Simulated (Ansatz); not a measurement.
# Ta2NF2 monolayer: following an unstable mode

Wanted: the energy along a soft mode of Ta2NF2 monolayer and the structure at the end.

Program: Ansatz 0.2.0. Level of theory: DFT PBE, scalar-relativistic, plane waves, PAW; PAW set soft_1. Results are calculated unless marked as measured.

### Step 1. The structure

The cell holds 5 atoms: 1 N, 2 Ta and 2 F. Cell: a = 3.302 Å, b = 3.302 Å, c = 33.200 Å, α = 90.0°, β = 90.0°, γ = 120.0°. Vacuum lies along c.

### Step 2. Response at finite wavevector

The cell comes from relaxations at this level that are not shown. Stability and thermal properties need the whole zone. Linear response on a 6×6×1 q mesh gives force constants as far as a supercell of that size would.

input.yaml reads:

```yaml
crystal:
  lattice:
    - [3.3022391433, 0.0, 0.0]
    - [-1.6511195716, 2.8598229874, 0.0]
    - [0.0, 0.0, 33.2]
  atoms:
    - { symbol: "N", position: [0.0, 0.0, 0.3012048193] }
    - { symbol: Ta, position: [0.3333333333, 0.6666666667, 0.3310625351] }
    - { symbol: Ta, position: [0.6666666667, 0.3333333333, 0.2713471035] }
    - { symbol: F, position: [0.6666666667, 0.3333333333, 0.3711747579] }
    - { symbol: F, position: [0.3333333333, 0.6666666667, 0.2312348807] }
  periodic: [true, true, false]
kpoints:
  mp_grid: { grid: [12, 12, 1] }
hamiltonian:
  xc: pbe
  pseudopotentials: { kind: paw, azcp: { folder: soft_1 } }
scf:
  occupations: { method: methfessel_paxton, width: 0.2 }
output:
  eigenvalues: true
phonons:
  method: dfpt
  qmesh: [6, 6, 1]
  temperatures: { t_max: 1000, t_step: 50 }
  qpath:
    path:
      - [0.0, 0.0, 0.0]
      - [0.5, 0.0, 0.0]
      - [0.33333333, 0.33333333, 0.0]
      - [0.0, 0.0, 0.0]
    npoints: 10
```

Command:

```
$ ansatz run input.yaml --threads 8 --pin off --max-ram 16384MiB --backend cpu --events-out ev --progress --plain --runs-dir out
```

Numbers of over 12 decimals in the logs are rounded to 6 here.

What it wrote:

```text
Warning: crystal.symmetry: narrowed to the stabiliser of the run's FFT grids — unitary ops 12 → 6. A phonons.method: dfpt run fills in the rows of the dynamical matrix that it does not solve by its symmetry operations, which is exact only for operations that map its FFT grids onto themselves: filled in by any other, the frequencies could depend on the order in which like atoms are typed, or, by more than the grids' own error, on where the crystal sits among the grids' points. Excluded: 6 operations. The run can therefore solve more perturbations, solve them on more k-points, or both, and cost more. [rest of the remark cut]
Engine: ansatz 0.2.0, aarch64-unknown-linux-gnu
Pseudopotentials: kind: paw
Pseudopotential: N, paw, valence charge 5, recommended cutoff 420 eV (normal), soft_1/N.paw.azcp
Pseudopotential: Ta, paw, valence charge 13, recommended cutoff 420 eV (normal), soft_1/Ta.paw.azcp
Pseudopotential: F, paw, valence charge 7, recommended cutoff 420 eV (normal), soft_1/F.paw.azcp
Functional definition: PBE
  parameter kappa = 0.804
  parameter beta = 0.066725
  exchange = pbe_x(kappa = kappa, mu = beta*pi^2/3)
  correlation = pbe_c(beta = beta)
Crystal: 5 atoms, lattice volume = 313.535 Å³
Basis set: ecut = 420 eV, 6243 PW (Γ), exchange–correlation on 48×48×450 points (8 copies of the dense FFT grid, shifted against one another)
Bands: 28, of which v1, the nominal top of the filled ones, is band 23 counted from 1 (22 counted from 0)
Symmetry: 12 space group operations
k-points: 19 of 144 (irreducible under 6 space group operations, time reversal used)
Non-local potential: N, projectors of the file, l = 0: 2, l = 1: 2, l = 2: 1
Non-local potential: Ta, projectors of the file, l = 0: 3, l = 1: 2, l = 2: 2, l = 3: 1
Non-local potential: F, projectors of the file, l = 0: 2, l = 1: 2, l = 2: 1
PAW form: soft (Blöchl's): semilocal exchange-correlation on the pseudo side does not see the compensation charge
PAW one-centre angular grid: N, 110 points (default); XC on 64 Gauss nodes
PAW one-centre angular grid: Ta, 590 points (default); XC on 64 Gauss nodes
PAW one-centre angular grid: F, 110 points (default); XC on 64 Gauss nodes
Initial density: superposition of atomic densities (neutral atoms: chi_scale 0, normalization atom)
Initial wavefunctions: pseudopotential atomic-orbital guess
Functional: x = pbe(κ = 0.804, μ = 0.219515), c = pbe(β = 0.066725)
SCF iter   1: F=—  HF=-21872.800392 eV  |F-HF|=—  |Δ(HF+E_count)|=         —  Δρ=5.56e-2  dr2=1.36e1  ethr=3.10e-3  ⟨swp⟩=10.3  Hψ=3547  notcnv=0
preconditioner: auto → LDOS  [metal: Δε(μ)=0.088 eV  Ē_g=10.245 eV  σ=0.200 eV  W_gap=0.36  n_scr=20 (ndim 8)  ℏωp=10.5 eV  f_vac=0.776  D(μ)=2.06/eV (n_scr^D=10)  β→1.0]
SCF iter   2: F=—  HF=-21870.732043 eV  |F-HF|=—  |Δ(HF+E_count)|=    2.07e0  S|Δr|=    0.00e0  Δρ=4.82e-2  dr2=5.36e0  ethr=3.10e-3  ⟨swp⟩=5.3  Hψ=1920  notcnv=0  defer=12
SCF iter   3: F=—  HF=-21869.347487 eV  |F-HF|=—  |Δ(HF+E_count)|=    1.38e0  S|Δr|=    0.00e0  Δρ=1.39e-2  dr2=3.99e-1  ethr=3.10e-3  ⟨swp⟩=4.4  Hψ=1691  notcnv=0  defer=9
SCF iter   4: F=—  HF=-21869.232464 eV  |F-HF|=—  |Δ(HF+E_count)|=   1.15e-1  S|Δr|=    0.00e0  Δρ=1.96e-3  dr2=1.14e-2  ethr=8.86e-4  ⟨swp⟩=2.9  Hψ=1101  notcnv=0  defer=9
SCF iter   5: F=—  HF=-21869.235108 eV  |F-HF|=—  |Δ(HF+E_count)|=   2.64e-3  S|Δr|=    0.00e0  Δρ=4.96e-4  dr2=8.64e-4  ethr=2.53e-5  ⟨swp⟩=3.3  Hψ=1307  notcnv=0  defer=9
SCF iter   6: F=—  HF=-21869.235058 eV  |F-HF|=—  |Δ(HF+E_count)|=   5.02e-5  S|Δr|=    0.00e0  Δρ=1.43e-4  dr2=3.94e-5  ethr=1.92e-6  ⟨swp⟩=3.6  Hψ=1228  notcnv=0  defer=9
SCF iter   7: F=—  HF=-21869.235105 eV  |F-HF|=—  |Δ(HF+E_count)|=   4.68e-5  S|Δr|=    0.00e0  Δρ=3.46e-5  dr2=3.62e-6  ethr=8.75e-8  ⟨swp⟩=4.0  Hψ=1371  notcnv=0  defer=9
SCF iter   8: F=—  HF=-21869.234926 eV  |F-HF|=—  |Δ(HF+E_count)|=   1.79e-4  S|Δr|=    0.00e0  Δρ=7.62e-6  dr2=2.35e-7  ethr=8.05e-9  ⟨swp⟩=3.3  Hψ=1245  notcnv=0  defer=9
SCF iter   9: F=—  HF=-21869.234926 eV  |F-HF|=—  |Δ(HF+E_count)|=   4.47e-7  S|Δr|=    0.00e0  Δρ=1.55e-6  dr2=6.47e-9  ethr=5.23e-10  ⟨swp⟩=3.5  Hψ=1225  notcnv=0  defer=9
SCF iter  10: F=—  HF=-21869.234926 eV  |F-HF|=—  |Δ(HF+E_count)|=   4.55e-8  S|Δr|=    0.00e0  Δρ=1.53e-7  dr2=6.54e-11  ethr=1.44e-11  ⟨swp⟩=3.7  Hψ=1279  notcnv=0  defer=9
SCF iter  11: F=-21869.234926 eV  HF=-21869.234926 eV  |F-HF|=3.64e-11  |Δ(HF+E_count)|=   1.25e-9  S|Δr|=    0.00e0  Δρ=4.17e-8  dr2=5.40e-12  ethr=1.00e-12  ⟨swp⟩=22.3  Hψ=5581  notcnv=0
SCF 1 converged in 11 iterations: F = -21869.234926 eV  dr2 = 5.40e-12
  greatest PAW one-centre occupation: 0.999 electrons in one spin orbital (limit 2), on the Ta atom at site 2 (counted from 0), in its partial waves of l = 0
phonons: the bands overlap, so this run is a metal and interpolates without the dipole-dipole term. If the crystal is really an insulator or semiconductor, its LO-TO splitting is missing
NSCF: frozen V_eff on 19 k-points
WARN: eigensolver did not converge (k=1): 1 band(s) unlocked after 2 eigensolves, warm-restarted (20 sweeps on the last) at ethr=1.72e-12 eV (storage-precision floor; scheduled 1.00e-12 eV) (lowest unlocked band 27, counted from 0; max residual 5.16e-5 eV among the unlocked bands, 5.16e-5 eV over every band; other slots of this pass that fall short are told together in one closing line; warning suppressed until the next SCF loop or pass starts)
WARN: eigensolver did not converge in 4 slots of this pass, the one above among them; of largest residual over every band (k=3): 1 band(s) unlocked (lowest unlocked band 27, counted from 0; max residual 2.18e-3 eV among the unlocked bands, 2.18e-3 eV over every band); of lowest unlocked band (k=1): band 27
NSCF: frozen V_eff on 43 k-points
DFPT response loops at q = (0, 0, 0) (fractional): preconditioner auto → none (partly filled bands, converged f_vac=0.785); β = 0.50; Broyden in place of MSR1
NSCF: frozen V_eff on 156 k-points
DFPT response loops at q = (0, 0.166667, 0) (fractional): mixed as the last ones told, above
NSCF: frozen V_eff on 156 k-points
DFPT response loops at q = (0, 0.333333, 0) (fractional): mixed as the last ones told, above
NSCF: frozen V_eff on 86 k-points
DFPT response loops at q = (0, -0.5, 0) (fractional): mixed as the last ones told, above
NSCF: frozen V_eff on 288 k-points
DFPT response loops at q = (0.166667, 0.166667, 0) (fractional): mixed as the last ones told, above
NSCF: frozen V_eff on 288 k-points
DFPT response loops at q = (0.166667, 0.333333, 0) (fractional): mixed as the last ones told, above
NSCF: frozen V_eff on 156 k-points
DFPT response loops at q = (0.333333, 0.333333, 0) (fractional): mixed as the last ones told, above
SCF converged after 11 iterations
Stability not checked: this state was not tested for a lower state beside it, because cold or Methfessel-Paxton smearing, or corrected tetrahedra, fill the levels in a way that the test cannot read (fill_not_monotonic; see scf.lower_state_search)
Free energy (F): -21869.234926 eV
Harris-Foulkes:  -21869.234926 eV  (|F-HF|=3.64e-11)
Internal energy: -21869.238580 eV  (E = F + TS)
E sigma→0 (E₀):  -21869.235839 eV
Entropy (-TS):   0.003654 eV (0.731 meV/atom)
Fermi energy:    -3.631480 eV
--- Per-component energies (eV) ---
  E_band       = -1158.911954
  E_kinetic    = 1316.420975
  E_local      = -128563.667354  (includes V_loc(G=0)·N_el)
  E_nonlocal   = 186.940989
  E_hartree    = 63506.809464
  E_xc         = -856.575575
  E_vxc        = -741.082597  (∫ρ·V_xc dr)
  E_paw        = -17146.852556  (= ΣΔE_a)
  E_vpaw       = -371.145727  (= ΣTr[D̂ρ^β])
  E_aug_tail   = 0.002468  (compensation charges beyond the density's cutoff)
  E_ewald      = 59687.683010
  E_smearing   = 0.003654  (= −TS)
  E_closure    = -0.000000  (closes the sum)
  Σ components = -21869.234926   (vs F -21869.234926, Δ=0.00e0)
--- Band table (eV; the first three rows and the last of 19) ---
  k-point 0: bands = [... 19 lower, -9.9953, -6.0444, -6.0444, -4.3226, -3.7445, -2.4378, -1.9890, -1.9890, ... 1 higher]
  k-point 1: bands = [... 19 lower, -9.9663, -6.2068, -5.9087, -4.1389, -3.4211, -2.6513, -2.4372, -2.0053, ... 1 higher]
  k-point 2: bands = [... 19 lower, -9.9462, -6.5309, -5.5274, -3.9715, -2.9479, -2.7529, -2.4866, -1.9666, ... 1 higher]
  k-point 18: bands = [... 19 lower, -10.1067, -5.2549, -5.2549, -5.1692, -1.5898, -1.5898, -1.2657, -0.4572, ... 1 higher]
--- Phonons (Γ-DFPT): 10 representative perturbations + reference (Σ response iterations 51) ---
  ASR residual: 6.146e-5 → 0.000e0 eV/Å²; symmetrization residual: 7.041e-6 eV/Å²
  The last average, over the group as it would stand without the narrowing to the FFT grids, took up to 4.148e-6 eV/Å² of the zone centre's force constants
  ASR residual per site (eV/Å²): 1.56e-5 6.15e-5 5.31e-5 3.47e-5 2.16e-5
  Γ frequencies (cm⁻¹): 0.00 0.00 0.00 105.08 105.08 179.66 179.66 195.44 195.44 228.06 343.36 359.18 425.94 608.53 608.53
--- Phonons (arbitrary-q DFPT): 7 irreducible q on the 6×6×1 mesh ---
  q = [0.0000, 0.0000, 0.0000] (star 1, of the zone-centre solve; hermiticity 5.18e-7, symmetrization 4.73e-11, taken by the last average 1.53e-7): -0.00 0.00 0.00 105.08 105.08 179.66 179.66 195.44 195.44 228.06 343.36 359.18 425.94 608.53 608.53
  q = [0.0000, 0.1667, 0.0000] (star 6, 15 solved perturbations on 78 of 144 k-point pairs; hermiticity 4.18e-7, symmetrization 1.29e-10, taken by the last average 4.25e-7): -66.28 -21.18 30.72 93.31 96.15 179.52 183.41 192.11 192.37 211.16 330.80 334.30 400.11 594.86 603.47
  q = [0.0000, 0.3333, 0.0000] (star 6, 15 solved perturbations on 78 of 144 k-point pairs; hermiticity 6.45e-7, symmetrization 1.24e-10, taken by the last average 6.40e-7): -72.93 -35.89 94.73 101.92 117.22 165.57 179.83 190.27 191.29 200.51 307.95 325.34 396.96 600.47 607.54
  q = [0.0000, -0.5000, 0.0000] (star 3, 15 solved perturbations on 43 of 144 k-point pairs; hermiticity 3.36e-6, symmetrization 2.94e-6, taken by the last average 5.65e-7): -122.48 -45.14 99.23 123.44 135.30 159.54 173.92 179.07 188.10 192.93 296.92 318.88 402.04 585.65 600.11
  q = [0.1667, 0.1667, 0.0000] (star 6, 10 solved perturbations in 1110 linear systems a pass and spin channel, the states on 144 of 144 k-point pairs; hermiticity 4.32e-7, symmetrization 1.51e-10, taken by the last average 4.67e-7): -75.93 -38.75 76.69 89.63 118.76 170.98 182.61 182.97 192.99 203.32 313.21 327.29 388.50 603.86 604.72
  q = [0.1667, 0.3333, 0.0000] (star 12, 15 solved perturbations on 144 of 144 k-point pairs: no pair is spared here; hermiticity 9.61e-7, symmetrization 0.00e0, taken by the last average 5.45e-7): -101.29 -82.59 63.15 119.96 144.19 167.79 173.56 176.60 184.04 194.23 302.36 317.36 396.20 593.36 604.78
  q = [0.3333, 0.3333, 0.0000] (star 2, 10 solved perturbations in 545 linear systems a pass and spin channel, the states on 78 of 144 k-point pairs; hermiticity 3.85e-7, symmetrization 6.54e-7, taken by the last average 5.30e-7): -95.19 -72.59 -72.59 140.98 140.98 161.02 168.28 181.70 181.70 189.25 310.45 310.45 396.08 606.60 606.60
  sum rule: each row above includes the acoustic sum rule's correction from the zone centre's row sums; it moved no ω² by more than (0.70 cm⁻¹)²
  mesh force constants: q→R imaginary residual 2.93e-18; ASR residual 6.146e-5 → 0.000e0 eV/Å²; symmetrization residual 1.776e-14 eV/Å²
  interpolated dispersion: 31 rows × 15 modes
  density of states and harmonic sums: on the 24×24×1 q-mesh, interpolated from the force constants of a 6×6×1 supercell (no non-analytic term)
  largest difference from the sums on the solved wave vectors: F 2.28e-2 eV, S 2.69e-5 and C_V 4.33e-6 eV/K
  zero-point energy: 0.213823 eV/cell   skipped modes (ω ≤ 0): 126, of them read as no rigid motion or as one in doubt: 123 (2.031e0 modes/cell left out, lowest -122.48 cm⁻¹)   left out of the sums: 1.36e-1 of the cell's modes: C_V's classical limit lies that fraction below 3 k_B per atom; for a crystal, a wire or a layer, F and S can be off by more, and a phonons.interpolated_qmesh denser along its periods is the remedy for the sampling
```

Run time: 18 min. Hardware: 8 threads of Arm Neoverse V2, shared host; peak memory 3.1 GiB; 2.3 h of CPU time.

Numbers from this step:

- gap on the k-mesh: 0 eV
- sum-rule residual before enforcement: 6.15e-5 eV/Å²
- lowest frequency on the path: -122.5 cm⁻¹
- point group: -3m
- highest frequency on the path or at a solved wavevector: 608.5 cm⁻¹
- area per atom: 1.889 Å²
- highest optical mode at the zone centre (no LO-TO term): 608.5 cm⁻¹
- lowest optical zone-centre mode: 105.1 cm⁻¹
- lowest mode on the q mesh (acoustic modes at Γ apart): -122.5 cm⁻¹

Frequencies (cm⁻¹) solved at each irreducible wavevector; negative means imaginary. Frequencies by wavevector, by row:

```csv
q in reciprocal lattice units,star,mode 1,mode 2,mode 3,mode 4,mode 13,mode 14,mode 15
0 0 0,1,0,0,0,105.1,425.9,608.5,608.5
0 0.1667 0,6,-66.3,-21.2,30.7,93.3,400.1,594.9,603.5
0 0.3333 0,6,-72.9,-35.9,94.7,101.9,397,600.5,607.5
0 -0.5 0,3,-122.5,-45.1,99.2,123.4,402,585.6,600.1
0.1667 0.1667 0,6,-75.9,-38.8,76.7,89.6,388.5,603.9,604.7
0.1667 0.3333 0,12,-101.3,-82.6,63.1,120,396.2,593.4,604.8
0.3333 0.3333 0,2,-95.2,-72.6,-72.6,141,396.1,606.6,606.6
```

Interpolated from a 6×6×1 q mesh. The phonon branches at the labelled points (cm⁻¹):

```csv
point,branch 1,branch 2,branch 3,branch 4,branch 12,branch 13,branch 14,branch 15
Γ,0,0,0,105,359,426,608,608
halfway,-57,-34,69,99,330,393,599,606
M,-122,-45,99,123,319,402,586,600
halfway,-107,-88,53,128,316,398,589,605
K,-95,-73,-73,141,310,396,607,607
halfway,-76,-39,77,90,327,388,604,605
Γ,0,0,0,105,359,426,608,608
```

Symmetry leaves 7 wavevectors to solve. The lowest mode among them, the acoustic zeros apart, lies at q = (0, -0.5, 0) and is imaginary, 122.5i cm⁻¹, so the energy falls along it.

### Step 3. The mode frozen in, largest atomic shift 0 Å

The mode followed lies at q = (0.333, 0.333, 0) with frequency 95.2i cm⁻¹, one of the unstable modes though not the softest. At small amplitude the distorted cell has space group no. 147 by a symmetry search on the positions. The undistorted cell that holds it gives the zero of energy on the same k mesh.

System of this step: Ta2NF2 monolayer. The cell holds 15 atoms: 3 N, 6 Ta and 6 F. Its edges and angles: a = 5.720 Å, b = 5.720 Å, c = 33.200 Å, α = 90.0°, β = 90.0°, γ = 60.0°. It derives from Ta2NF2. Vacuum lies along c.

input.yaml reads:

```yaml
crystal:
  lattice:
    - [4.9533587149, 2.8598229874, 0.0]
    - [0.0, 5.7196459749, 0.0]
    - [0.0, 0.0, 33.2]
  atoms:
    - { symbol: "N", position: [0.3333333333, 0.3333333333, 0.3012048193] }
    - { symbol: "N", position: [0.6666666667, 0.6666666667, 0.3012048193] }
    - { symbol: "N", position: [0.0, 1.0, 0.3012048193] }
    - { symbol: Ta, position: [1.0, 0.3333333333, 0.3310625351] }
    - { symbol: Ta, position: [0.3333333333, 0.6666666667, 0.3310625351] }
    - { symbol: Ta, position: [0.6666666667, 1.0, 0.3310625351] }
    - { symbol: Ta, position: [0.3333333333, 0.0, 0.2713471035] }
    - { symbol: Ta, position: [0.6666666667, 0.3333333333, 0.2713471035] }
    - { symbol: Ta, position: [0.0, 0.6666666667, 0.2713471035] }
    - { symbol: F, position: [0.3333333333, 0.0, 0.3711747579] }
    - { symbol: F, position: [0.6666666667, 0.3333333333, 0.3711747579] }
    - { symbol: F, position: [0.0, 0.6666666667, 0.3711747579] }
    - { symbol: F, position: [1.0, 0.3333333333, 0.2312348807] }
    - { symbol: F, position: [0.3333333333, 0.6666666667, 0.2312348807] }
    - { symbol: F, position: [0.6666666667, 1.0, 0.2312348807] }
  periodic: [true, true, false]
kpoints:
  mp_grid: { grid: [9, 9, 1] }
hamiltonian:
  xc: pbe
  pseudopotentials: { kind: paw, azcp: { folder: soft_1 } }
scf:
  occupations: { method: methfessel_paxton, width: 0.2 }
output:
  forces: true
  stress: true
  eigenvalues: true
```

What it wrote:

```text
[...]
Crystal: 15 atoms, lattice volume = 940.604 Å³
Basis set: ecut = 420 eV, 18519 PW (Γ), exchange–correlation on 80×80×450 points (8 copies of the dense FFT grid, shifted against one another)
Bands: 83, of which v1, the nominal top of the filled ones, is band 68 counted from 1 (67 counted from 0)
Symmetry: 36 space group operations
[...]
k-points: 12 of 81
[...]
k-point 1: bands = [... 64 lower, -5.4357, -4.8747, -4.7322, -4.4375, -4.2128, -3.5502, -2.5852, -2.3301, ... 11 higher]
  k-point 2: bands = [... 64 lower, -5.5764, -4.4687, -4.1863, -3.9723, -3.6894, -3.1266, -2.7728, -2.6294, ... 11 higher]
  k-point 11: bands = [... 64 lower, -4.3121, -4.3121, -4.0502, -4.0502, -4.0502, -2.5831, -2.5831, -2.5831, ... 11 higher]
  ° read free of the cell's end (the report's vacuum.weakly_bound_levels)
[key lines of the parts left out:]
SCF converged after 9 iterations
Free energy (F): -65607.691537 eV
Fermi energy:    -3.636653 eV
P = ½ c Tr σ = 0.1259 N/m
```

Elapsed: 9.9 s, on 8 threads; peak memory 3.4 GiB.

This run has no spin polarisation although its electron count is odd.

Numbers from this step:

```
energy from the undistorted cell : 0 meV/atom
```

### Step 4. The mode frozen in, largest atomic shift 0.22 Å

The atoms are moved along the unstable eigenvector, the largest shift by 0.22 Å, with the cell fixed.

input.yaml reads:

```yaml
crystal:
  lattice:
    - [4.9533587149, 2.8598229874, 0.0]
    - [0.0, 5.7196459749, 0.0]
    - [0.0, 0.0, 33.2]
  atoms:
    - { symbol: "N", position: [0.3333333333, 0.3333333333, 0.3012049254] }
    - { symbol: "N", position: [0.666667337, 0.6666659963, 0.2945784475] }
    - { symbol: "N", position: [-6.703e-07, 1.0000006703, 0.3078313253] }
    - { symbol: Ta, position: [0.9938203308, 0.3456940602, 0.3310625343] }
    - { symbol: Ta, position: [0.3456940602, 0.6604866218, 0.3310625358] }
    - { symbol: Ta, position: [0.6604853848, 0.9938197663, 0.3310625351] }
    - { symbol: Ta, position: [0.3209726065, 0.0061803418, 0.2713471028] }
    - { symbol: Ta, position: [0.6728467115, 0.3209726064, 0.2713471043] }
    - { symbol: Ta, position: [0.0061809063, 0.672847276, 0.2713471035] }
    - { symbol: F, position: [0.3205572471, 0.0063887884, 0.3711748928] }
    - { symbol: F, position: [0.6730551481, 0.3205572471, 0.3711746231] }
    - { symbol: F, position: [0.0063878365, 0.6730541962, 0.3711747579] }
    - { symbol: F, position: [0.9936119068, 0.3461094196, 0.2312350155] }
    - { symbol: F, position: [0.3461094196, 0.6602781852, 0.2312347458] }
    - { symbol: F, position: [0.6602784419, 0.9936128587, 0.2312348807] }
  periodic: [true, true, false]
kpoints:
  mp_grid: { grid: [9, 9, 1] }
hamiltonian:
  xc: pbe
  pseudopotentials: { kind: paw, azcp: { folder: soft_1 } }
scf:
  occupations: { method: methfessel_paxton, width: 0.2 }
output:
  forces: true
  stress: true
  eigenvalues: true
```

What it wrote:

```text
[...]
k-point 1: bands = [... 64 lower, -5.5459, -4.9977, -4.8490, -4.5622, -4.2368, -3.6371, -2.9901, -2.3799, ... 11 higher]
  k-point 2: bands = [... 64 lower, -5.6709, -4.5961, -4.3223, -4.0101, -3.8199, -3.2006, -3.1178, -2.6741, ... 11 higher]
  k-point 14: bands = [... 64 lower, -4.4788, -4.4788, -4.1559, -4.1559, -3.9369, -2.6727, -2.6727, -2.6344, ... 11 higher]
  ° read free of the cell's end (the report's vacuum.weakly_bound_levels)
[key lines of the parts left out:]
SCF converged after 9 iterations
Free energy (F): -65607.746660 eV
Fermi energy:    -3.772554 eV
P = ½ c Tr σ = -1.1812 N/m
```

Wall time 12 s (8 threads); peak memory 3.6 GiB.

This step gave:

```
energy from the undistorted cell : -4.005 meV/atom
```

The energy, extrapolated to zero smearing, is -4.00 meV/atom against the undistorted cell.

(Continued in part 2 of 3.)

[Logs are printed without paths, hosts, clocks, repeated set-up lines and the standing remarks that a program may print on its own settings, such as how far it seeks lower states.]

[Hosts, paths, dates, database ids (printed as entryN), source tags and the programs' standing remarks are cut or masked in the printed files.]
